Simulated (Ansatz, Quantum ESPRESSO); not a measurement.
# Complex bands of CdTe, zinc blende type, lattice constant set to 6.52 Å, part 3 of 3

Aim: how fast states decay in the gap of CdTe, zinc blende type, lattice constant set to 6.52 Å.

Quantum ESPRESSO 7.5; plane-wave DFT, LDA, GBRV ultrasoft pseudopotentials; cross-check by Ansatz 0.2.0 with PAW datasets.

So far. Step 2 (SCF with pw.x): The run needed 9 iterations to bring the estimated error under 1e-09 Ry.

### 4. Complex band structure, with epsproj = 0.001

Level of this step: complex band structure by pwcond; plane-wave DFT, LDA, GBRV ultrasoft pseudopotentials (Quantum ESPRESSO).

How much does a setting matter? One run is repeated with a change.

File cbs.w.in:

```
&inputcond
  outdir = './out'
  prefixl = 'scf'
  band_file = 'cbs.w'
  ikind = 0
  ewind = 4.0
  epsproj = 0.001
  nz1 = 7
  energy0 = 4.93
  denergy = -0.17
/
4
  0.00000000 0.00000000 1.00000000
  0.50000000 0.00000000 1.00000000
  0.50000000 0.50000000 1.00000000
  0.25000000 0.00000000 1.00000000
42
```

Command:

```sh
OMP_NUM_THREADS=1 mpirun -n 2 pwcond.x -in cbs.w.in > cbs.w.out
```

Numbers of over 12 decimals in the logs are rounded to 6 here.

The log of the run:

```text
[banner, memory and clock lines left out]
Program PWCOND v.7.5 starts
[citation notice left out]

[...]
./out/scf.save/

[...]
negative rho (up, down):  3.824E-02 0.000E+00
     Reading collected, re-writing distributed wavefunctions

===== INPUT FILE containing the left lead =====

     GEOMETRY:

     lattice parameter (alat)  =       8.7123  a.u.
     the volume                =     935.2105 (a.u.)^3
     the cross section         =      75.9037 (a.u.)^2
     l of the unit cell        =       1.4142 (alat)
     number of atoms/cell      =            4
     number of atomic types    =            2

     crystal axes: (cart. coord. in units of alat)
               a(1) = (  1.0000  0.0000  0.0000 )
               a(2) = (  0.0000  1.0000  0.0000 )
               a(3) = (  0.0000  0.0000  1.4142 )

   Cartesian axes

     site n.     atom                  positions (alat units)
          1        Cd     tau(  1)=(  0.0000  0.0000  1.4142  )
          2        Te     tau(  2)=(  0.5000  0.0000  0.3536  )
          3        Cd     tau(  3)=(  0.5000  0.5000  0.7071  )
          4        Te     tau(  4)=(  0.0000  0.5000  1.0607  )

     nr1s                      =           36
     nr2s                      =           36
     nr3s                      =           50
     nr1sx                     =           36
     nr2sx                     =           36
     nr3sx                     =           50
     nr1                       =           40
     nr2                       =           40
     nr3                       =           60
     nr1x                      =           40
     nr2x                      =           40
     nr3x                      =           60

 _______________________________
  Radii of nonlocal spheres:

     type       ibeta     ang. mom.          radius (alat units)
       Cd         1         0                    0.2696
       Cd         2         0                    0.2696
       Cd         3         1                    0.2696
       Cd         4         1                    0.2696
       Cd         5         2                    0.2696
       Cd         6         2                    0.2696
       Te         1         0                    0.3039
       Te         2         0                    0.3039
       Te         3         1                    0.3039
       Te         4         1                    0.3039
       Te         5         2                    0.3039
----- General information -----

----- Complex band structure calculation -----

     nrx                       =           36
     nry                       =           36
     nz1                       =            7

     energy0               =         4.9E+00
     denergy               =        -1.7E-01
     nenergy               =         42
     ecut2d                =         4.0E+01
     ewind                 =         4.0E+00
     epsproj               =         1.0E-03

     number of k_|| points=    4
                       cryst. coord.
        k(    1) = (   0.0000000   0.0000000), wk =   0.2500000
        k(    2) = (   0.5000000   0.0000000), wk =   0.2500000
        k(    3) = (   0.5000000   0.5000000), wk =   0.2500000
        k(    4) = (   0.2500000   0.0000000), wk =   0.2500000
----- Information about left lead -----

     nocros                   =           18
     noins                    =           44
     norb                     =           80
     norbf                    =           80
     nrz                      =           50

      iorb      type   ibeta   ang. mom.   m       position (alat)
        1        1       1        0        1   taunew(   1)=(  0.0000  0.0000  0.0000)
        2        1       2        0        1   taunew(   2)=(  0.0000  0.0000  0.0000)
[...]
80        1       6        2        5   taunew(  80)=(  0.0000  0.0000  1.4142)
    k slab    z(k)  z(k+1)     crossing(iorb=1,norb)
    1   0.0000 0.0283 0.0283   11111111111111111100000000000000000000000000000000000000000000000000000000000000
    2   0.0283 0.0566 0.0283   11111111111111111111111111111110000000000000000000000000000000000000000000000000
[...]
50   1.3859 1.4142 0.0283   00000000000000000000000000000000000000000000000000000000000000111111111111111111
 ngper, shell number =          241          35
 ngper, n2d =          241         102
---  E-Ef =    4.9300000  k =    0.0000000   0.0000000
---  ie =          1  ik =          1
 Nchannels of the left tip =            2
 Right moving states:
   k1(2pi/a)   k2(2pi/a)   E-Ef (eV)
   0.2204358   0.0000000   4.9300000
   0.2204358   0.0000000   4.9300000
 Left moving states:
   k1(2pi/a)   k2(2pi/a)   E-Ef (eV)
  -0.2204260   0.0000000   4.9300000
  -0.2204260   0.0000000   4.9300000

---  E-Ef =    4.7600000  k =    0.0000000   0.0000000
---  ie =          2  ik =          1
 Nchannels of the left tip =            2
 Right moving states:
   k1(2pi/a)   k2(2pi/a)   E-Ef (eV)
   0.1711411   0.0000000   4.7600000
   0.1711638   0.0000000   4.7600000
 Left moving states:
   k1(2pi/a)   k2(2pi/a)   E-Ef (eV)
  -0.1711413   0.0000000   4.7600000
  -0.1711638   0.0000000   4.7600000
[... further energies and points left out ...]
---  E-Ef =   -1.8700000  k =    0.2500000   0.0000000
---  ie =         41  ik =          4
 Nchannels of the left tip =            1
 Right moving states:
   k1(2pi/a)   k2(2pi/a)   E-Ef (eV)
   0.3037915   0.0000000  -1.8700000
 Left moving states:
   k1(2pi/a)   k2(2pi/a)   E-Ef (eV)
  -0.3037930   0.0000000  -1.8700000

---  E-Ef =   -2.0400000  k =    0.2500000   0.0000000
---  ie =         42  ik =          4
 Nchannels of the left tip =            1
 Right moving states:
   k1(2pi/a)   k2(2pi/a)   E-Ef (eV)
   0.2566218   0.0000000  -2.0400000
 Left moving states:
   k1(2pi/a)   k2(2pi/a)   E-Ef (eV)
  -0.2566231   0.0000000  -2.0400000

[...]
```

It took 1.7 min on 2 MPI ranks of Intel Xeon Platinum 8488C (Sapphire Rapids), shared host; peak memory 0.15 GiB.

The changed values were drawn from a wide range, not chosen for quality; the comparison shows what they did here together.

Beside the run it was changed from:

```csv
quantity,this run,unchanged run,difference
peak of the smallest κ at the zone centre (Å⁻¹),0.033,0.033,0
"peak of the smallest κ at (1/2, 0) (Å⁻¹)",0.181,0.181,0
"peak of the smallest κ at (1/2, 1/2) (Å⁻¹)",0.336,0.336,0
wall time (s),101,495,
```

The physical values in this table stay within 0.05 %.

### 5. The same in Ansatz

As a check, the same structure is run in Ansatz.

Level of this step: plane-wave DFT, LDA, Ansatz PAW (Ansatz 0.2.0).

File input.yaml:

```yaml
crystal:
  lattice:
    - [4.6103362133, 0.0, 0.0]
    - [0.0, 4.6103362133, 0.0]
    - [0.0, 0.0, 6.52]
  atoms:
    - { symbol: Cd, position: [0.0, 0.0, 0.0] }
    - { symbol: Te, position: [0.5, 0.0, 0.25] }
    - { symbol: Cd, position: [0.5, 0.5, 0.5] }
    - { symbol: Te, position: [0.0, 0.5, 0.75] }
kpoints:
  mp_grid: { grid: [6, 6, 4] }
hamiltonian:
  xc: lda
scf:
  occupations: { method: fixed }
  convergence: { dr2_threshold: 1.0e-09 }
output:
  transmission:
    leads: [[0, 0]]
    kpoints: [[0, 0], [0.5, 0], [0.5, 0.5], [0.25, 0]]
    e_range: [-2.04, 4.93]
    de: 0.17
```

Command:

```sh
ansatz run input.yaml --threads 2 --pin off --max-ram 4096MiB --backend cpu --events-out ev --progress --plain --runs-dir out
```

The log of the run:

```text
Engine: ansatz 0.2.0, x86_64-unknown-linux-gnu
Pseudopotentials: kind: paw
Pseudopotential: Cd, paw, valence charge 20, recommended cutoff 420 eV (normal), Cd.paw.azcp
Pseudopotential: Te, paw, valence charge 16, recommended cutoff 420 eV (normal), Te.paw.azcp
Functional definition: SPW92
  exchange = slater_x
  correlation = pw_c
Crystal: 4 atoms, lattice volume = 138.584 Å³
Basis set: ecut = 420 eV, 2725 PW (Γ)
Bands: 44, of which v1, the nominal top of the filled ones, is band 36 counted from 1 (35 counted from 0)
Symmetry: 16 space group operations
Space group: F-43m (ITA 216), of the structure as read, at distance tolerance 5.2e-5 Å
k-points: 30 of 144 (time reversal used)
Non-local potential: Cd, projectors of the file, l = 0: 3, l = 1: 2, l = 2: 2, l = 3: 1
Non-local potential: Te, projectors of the file, l = 0: 2, l = 1: 2, l = 2: 2, l = 3: 2
PAW form: soft (Blöchl's): semilocal exchange-correlation on the pseudo side does not see the compensation charge
PAW frozen core: Cd, regenerated for the run's functional, and the local potential with it (the file was generated under x = pbe(κ = 0.804, μ = 0.219515), c = pbe(β = 0.066725))
PAW frozen core: Te, regenerated for the run's functional, and the local potential with it (the file was generated under x = pbe(κ = 0.804, μ = 0.219515), c = pbe(β = 0.066725))
PAW one-centre angular grid: Cd, 590 points (default); XC on 64 Gauss nodes
PAW one-centre angular grid: Te, 590 points (default); XC on 64 Gauss nodes
Initial density: superposition of atomic densities (neutral atoms: chi_scale 0, normalization atom), corrected by the library's trained network
Initial wavefunctions: pseudopotential atomic-orbital guess
Functional: x = slater, c = lda
SCF iter   1: F=—  HF=-29891.584900 eV  |F-HF|=—  |Δ(HF+E_count)|=         —  Δρ=6.43e-3  dr2=4.42e-2  ethr=1.77e-3  ⟨swp⟩=5.0  Hψ=4172  notcnv=0  defer=174
preconditioner: auto → Resta (q_TF=auto, 2.446 Å⁻¹)  ε∞=3.9  [insulator: Δε(μ)=0.413 eV  Ē_g=11.171 eV  n_scr=36 (ndim 8)  ℏωp=18.9 eV  f_vac=0.196  ε∞_Penn≈3.9]
SCF iter   2: F=—  HF=-29891.571403 eV  |F-HF|=—  |Δ(HF+E_count)|=   1.35e-2  Δρ=2.59e-3  dr2=8.34e-3  ethr=6.14e-5  ⟨swp⟩=2.0  Hψ=2135  notcnv=0  defer=178
SCF iter   3: F=—  HF=-29891.569795 eV  |F-HF|=—  |Δ(HF+E_count)|=   1.61e-3  Δρ=7.92e-4  dr2=8.14e-4  ethr=1.16e-5  ⟨swp⟩=2.3  Hψ=1730  notcnv=0  defer=180
SCF iter   4: F=—  HF=-29891.569809 eV  |F-HF|=—  |Δ(HF+E_count)|=   1.43e-5  Δρ=2.05e-4  dr2=7.87e-5  ethr=1.13e-6  ⟨swp⟩=2.1  Hψ=1765  notcnv=0  defer=179
SCF iter   5: F=—  HF=-29891.569829 eV  |F-HF|=—  |Δ(HF+E_count)|=   1.94e-5  Δρ=6.32e-5  dr2=9.11e-6  ethr=1.09e-7  ⟨swp⟩=2.8  Hψ=2066  notcnv=0  defer=131
SCF iter   6: F=—  HF=-29891.569830 eV  |F-HF|=—  |Δ(HF+E_count)|=   1.19e-6  Δρ=1.34e-5  dr2=3.43e-7  ethr=1.27e-8  ⟨swp⟩=2.0  Hψ=1416  notcnv=0  defer=103
SCF iter   7: F=—  HF=-29891.569837 eV  |F-HF|=—  |Δ(HF+E_count)|=   7.35e-6  Δρ=2.50e-6  dr2=1.01e-8  ethr=4.76e-10  ⟨swp⟩=2.0  Hψ=1757  notcnv=0  defer=90
SCF iter   8: F=-29891.569837 eV  HF=-29891.569837 eV  |F-HF|=2.15e-10  |Δ(HF+E_count)|=   7.97e-9  Δρ=5.02e-7  dr2=6.87e-10  ethr=1.39e-12  ⟨swp⟩=10.7  Hψ=5327  notcnv=0
SCF 1 converged in 8 iterations: F = -29891.569837 eV  dr2 = 6.87e-10
  greatest PAW one-centre occupation: 1.000 electrons in one spin orbital (limit 2), on the Cd atom at site 2 (counted from 0), in its partial waves of l = 0
transmission: 9 of 36 steps passed
transmission: 18 of 36 steps passed
transmission: 27 of 36 steps passed
transmission: 36 of 36 steps passed
SCF converged after 8 iterations
Free energy (F): -29891.569837 eV
Harris-Foulkes:  -29891.569837 eV  (|F-HF|=2.15e-10)
Internal energy: -29891.569837 eV  (E = F + TS)
E sigma→0 (E₀):  -29891.569837 eV
Fermi energy:    6.888896 eV
--- Per-component energies (eV) ---
  E_band       = -1614.585821
  E_kinetic    = 1372.949396
  E_local      = -10941.330975  (includes V_loc(G=0)·N_el)
  E_nonlocal   = -527.769845
  E_hartree    = 5491.060353
  E_xc         = -597.695480
  E_vxc        = -651.222774  (∫ρ·V_xc dr)
  E_paw        = -16915.625110  (= ΣΔE_a)
  E_vpaw       = -1849.330775  (= ΣTr[D̂ρ^β])
  E_aug_tail   = -0.000361  (compensation charges beyond the density's cutoff)
  E_ewald      = -7776.048276
  E_core_change = 2.890460  (= ΣΔE_core)
  E_smearing   = -0.000000  (= −TS)
  E_closure    = 0.000000  (closes the sum)
  Σ components = -29891.569837   (vs F -29891.569837, Δ=0.00e0)
--- Band table (eV; the first three rows and the last of 30) ---
  k-point 0: bands = [... 32 lower, 5.0673, 6.8882, 6.8889, 6.8889, 7.3463, 9.3827, 9.4493, 11.4342, ... 4 higher]
  k-point 1: bands = [... 32 lower, 5.2728, 5.5547, 6.5234, 6.5234, 8.7107, 9.4244, 9.7627, 10.7986, ... 4 higher]
  k-point 2: bands = [... 32 lower, 5.8284, 5.8284, 5.8284, 5.8284, 9.6845, 9.6845, 10.0670, 10.0670, ... 4 higher]
  k-point 29: bands = [... 32 lower, 4.6104, 4.6104, 4.7335, 4.7335, 10.9755, 10.9755, 11.4557, 11.4557, ... 4 higher]
--- Transmission ---
  basis      : 185 plane waves across, 9 finite elements along
  points     : 4, as listed
  energies   : 42 from -2.040000 to 4.930000 eV about the Fermi level, 0.170000 eV apart; the leads are filled to 0.228725 eV, and channels, transmission and decay are at 0.170000 eV
  crystal 0  : Te2Cd2, at the sites [0, 0], period 6.5200 Å: whole cells are its period
    offset         : up to 0.0000 Å between an atom of the period and one for which it stands
    channels       : 0.000000e0 a spin
    conductance    : none, the energies end too early or step too widely for 300 K: set another output.transmission.e_range or a lower de, or, where they end at an eighth of basis.ecutwfc, a higher one
    slowest decay  : 0.0334 /Å at (0.0000, 0.0000)
```

Wall time 22 s (2 threads); peak memory 0.71 GiB.

Numbers from this step:

| Property | Result |
| --- | --- |
| free energy | -29891.5698 eV |
| gap by band count | 0.4575 eV |
| symmetry operations | 16 |
| slowest decay at the grid energy nearest mid-gap | 0.0334 Å⁻¹ |
| peak of the smallest κ at the zone centre | 0.03341 Å⁻¹ |
| peak of the smallest κ at (1/2, 0) | 0.1829 Å⁻¹ |
| peak of the smallest κ at (1/2, 1/2) | 0.3371 Å⁻¹ |
| peak of the smallest κ at (1/4, 0) | 0.1852 Å⁻¹ |
| valence top, on the run's zero | 6.889 eV |

K across = (0, 0) in the cell's reciprocal vectors; values within 0.0025 1/Å of each other count once, columns are sorted by size at each energy, a dash where no further value was kept. The Im kz of the slowest decaying states by energy, zero at the highest filled level of the SCF mesh:

```csv
energy (eV),decay 1 (Å⁻¹),decay 2 (Å⁻¹),decay 3 (Å⁻¹)
-2.04,0.242,1.10,1.36
-1.87,0.115,1.08,1.35
-1.53,1.03,1.33,-
-1.36,1.00,1.32,-
-1.02,0.952,1.30,-
-0.85,0.925,1.29,-
-0.68,0.899,1.28,-
-0.34,0.845,1.26,-
-0.17,0.817,1.25,-
0.00,0.00256,0.789,1.24
0.17,0.0334,0.148,0.761
0.34,0.0301,0.202,0.731
0.68,0.268,0.670,1.19
0.85,0.289,0.638,1.18
1.02,0.307,0.604,1.17
1.36,0.331,0.531,1.14
1.53,0.338,0.491,1.13
1.87,0.347,0.397,1.10
2.04,0.339,0.349,1.09
2.21,0.268,0.348,1.08
2.55,0.0269,0.342,1.05
2.72,0.336,1.04,-
3.06,0.0865,0.318,1.01
3.23,0.129,0.306,0.993
3.57,0.193,0.275,0.964
3.74,0.211,0.255,0.949
3.91,0.223,0.231,0.934
4.25,0.163,0.237,0.903
4.42,0.108,0.240,0.888
4.76,0.108,0.240,0.856
4.93,0.137,0.237,0.840
```

K across = (0, 0) in the cell's reciprocal vectors. Table of Re kz of states that move upwards by energy, zero at the highest filled level of the SCF mesh:

```csv
energy (eV),channel 1 (Å⁻¹),channel 2 (Å⁻¹),channel 3 (Å⁻¹)
-2.04,-0.360,-,-
-1.87,-0.331,-,-
-1.53,-0.273,0.289,0.289
-1.36,-0.245,0.367,0.367
-1.02,-0.468,-0.468,-0.190
-0.85,-0.409,-0.409,-0.162
-0.68,-0.352,-0.352,-0.135
-0.34,-0.231,-0.231,-0.0791
-0.17,-0.158,-0.158,-0.0494
0.00,-,-,-
0.17,-,-,-
0.34,-,-,-
0.68,0.0585,-,-
0.85,0.0868,-,-
1.02,0.114,-,-
1.36,0.167,-,-
1.53,0.194,-,-
1.87,0.249,-,-
2.04,0.278,-,-
2.21,0.309,-,-
2.55,0.256,0.380,-
2.72,0.151,0.385,0.432
3.06,0.361,-,-
3.23,-0.452,-,-
3.57,-0.334,-,-
3.74,-0.286,-,-
3.91,-0.241,-,-
4.25,-0.148,-,-
4.42,-0.0917,-,-
4.76,0.146,0.146,-
4.93,0.198,0.198,-
```

K across = (1/2, 0) in the cell's reciprocal vectors; values within 0.0025 1/Å of each other count once, columns are sorted by size at each energy, a dash where no further value was kept. Im kz of the slowest decaying states against energy, zero at the highest filled level of the SCF mesh:

```csv
energy (eV),decay 1 (Å⁻¹),decay 2 (Å⁻¹),decay 3 (Å⁻¹)
-2.04,0.881,1.36,-
-1.70,0.808,1.27,-
-1.36,0.712,1.20,-
-1.02,0.553,1.14,-
-0.68,0.0665,0.372,1.09
-0.34,0.141,0.582,1.03
0.00,0.172,0.642,0.983
0.34,0.183,0.667,0.933
0.68,0.179,0.677,0.884
1.02,0.160,0.676,0.835
1.36,0.116,0.668,0.786
1.53,0.0722,0.662,0.761
1.87,0.646,0.709,-
2.21,0.626,0.656,-
2.55,0.599,-,-
2.89,0.538,0.571,1.48
3.23,0.138,0.467,0.536
3.57,0.215,0.374,0.495
3.91,0.269,0.447,1.38
4.25,0.228,0.388,1.34
4.59,0.160,0.313,1.30
4.93,0.199,1.26,1.48
```

K across = (1/2, 1/2) in the cell's reciprocal vectors; values within 0.0025 1/Å of each other count once, columns are sorted by size at each energy, a dash where no further value was kept. Table of Im kz of the slowest decaying states by energy, zero at the highest filled level of the SCF mesh:

```csv
energy (eV),decay 1 (Å⁻¹),decay 2 (Å⁻¹),decay 3 (Å⁻¹)
-2.04,-,-,-
-1.87,-,-,-
-1.53,0.210,0.231,-
-1.36,0.249,0.271,-
-1.02,0.297,0.316,-
-0.85,0.311,0.328,-
-0.68,0.322,0.337,-
-0.34,0.334,0.345,1.49
-0.17,0.337,0.346,1.49
0.00,0.337,0.345,1.48
0.17,0.336,0.341,1.47
0.34,0.333,0.336,1.47
0.68,0.321,1.45,-
0.85,0.312,1.44,-
1.02,0.300,0.304,1.43
1.36,0.271,0.279,1.42
1.53,0.254,0.263,1.41
1.87,0.210,0.222,1.39
2.04,0.181,0.196,1.38
2.21,0.145,0.164,1.37
2.55,0.0288,1.35,-
2.72,1.34,-,-
3.06,1.32,-,-
3.23,1.31,-,-
3.57,1.29,-,-
3.74,1.28,1.49,-
3.91,1.27,1.47,1.48
4.25,0.0735,1.24,1.41
4.42,0.0991,1.23,1.38
4.76,0.0413,0.124,1.21
4.93,0.0480,0.130,1.19
```

K across = (1/4, 0) in the cell's reciprocal vectors; values within 0.0025 1/Å of each other count once, columns are sorted by size at each energy, a dash where no further value was kept. Table of Im kz of the slowest decaying states by energy, zero at the highest filled level of the SCF mesh:

```csv
energy (eV),decay 1 (Å⁻¹),decay 2 (Å⁻¹),decay 3 (Å⁻¹)
-2.04,0.0544,0.410,1.28
-1.87,0.101,0.342,1.26
-1.70,0.123,0.252,1.25
-1.53,0.0847,0.134,1.17
-1.36,0.136,1.11,1.23
-1.02,0.111,1.03,1.20
-0.85,0.0722,0.996,1.18
-0.68,0.963,1.16,1.23
-0.51,0.932,1.15,1.21
-0.34,0.0719,0.902,1.13
-0.17,0.0552,0.121,0.873
0.00,0.148,0.196,0.844
0.17,0.165,0.264,0.815
0.34,0.177,0.312,0.786
0.68,0.185,0.378,0.729
0.85,0.183,0.403,0.700
1.02,0.177,0.423,0.670
1.19,0.166,0.440,0.639
1.36,0.149,0.455,0.607
1.53,0.122,0.467,0.574
1.70,0.0741,0.477,0.539
1.87,0.486,0.502,0.882
2.04,0.460,0.492,0.859
2.21,0.0992,0.414,0.498
2.55,0.156,0.287,0.505
2.72,0.159,0.168,0.506
2.89,0.106,0.175,0.506
3.06,0.170,0.178,0.505
3.23,0.177,0.195,0.502
3.40,0.173,0.206,0.497
3.57,0.165,0.208,0.489
3.74,0.153,0.204,0.476
3.91,0.136,0.193,0.456
4.25,0.0714,0.129,0.325
4.42,0.176,0.333,0.513
4.59,0.237,0.264,0.503
4.76,0.165,0.248,0.493
4.93,0.245,0.482,0.525
```

### 6. The arithmetic

T falls as exp(−2κd). With κ = 0.032 1/Å, 10 Å of barrier pass exp(−2 × 0.032 × 10) = 0.53 of that channel, interfaces aside.

### 7. Results

```json
{"gap on the SCF mesh": "0.45 eV", "smallest κ at mid-gap among the four k points, at the zone centre": "0.032 Å⁻¹", "peak of the smallest κ in the stop band at the zone centre": "0.033 Å⁻¹", "peak of the smallest κ in the stop band at (1/2, 0)": "0.181 Å⁻¹", "peak of the smallest κ in the stop band at (1/2, 1/2)": "0.336 Å⁻¹", "peak of the smallest κ in the stop band at (1/4, 0)": "0.183 Å⁻¹", "peak at the zone centre by Ansatz": "0.033 Å⁻¹"}
```

With a gap of 0.45 eV on the mesh, the smallest κ at mid-gap among the four k points, at the zone centre is 0.032 Å⁻¹ (LDA, GBRV ultrasoft). For a barrier with the Fermi level at mid-gap the slowest state found, at the zone centre, loses a factor of ten in probability every 36 Å or so. Stop bands away from the zone centre are mostly wider than the gap, so their peaks can lie above the conduction bottom. At the zone centre pwcond's peak is 0.033 and Ansatz's 0.033 1/Å, 1 % apart. The gap holds only 2 points of the energy grid, so peaks are resolved roughly. The cell is the a/√2 one, turned by 45°, with two primitive cells, so X along [001] folds onto kz = 0. A semilocal gap is too small, often by a third to a half and by more in narrow-gap crystals, so real barriers decay faster. Spin-orbit coupling is left out; depending on the atoms that carry the levels of interest, it can split and shift them by tens to hundreds of meV.

[Logs are printed without paths, hosts, clocks, repeated set-up lines and the standing remarks that a program may print on its own settings, such as how far it seeks lower states.]

[Hosts, paths, dates, database ids (printed as entryN), source tags and the programs' standing remarks are cut or masked in the printed files.]

[Maps of the electrostatic potential energy from Ansatz leave out the sawtooth potential of an applied field or a dipole correction, so their vacuum need not be flat; planar profiles and work functions include it.]
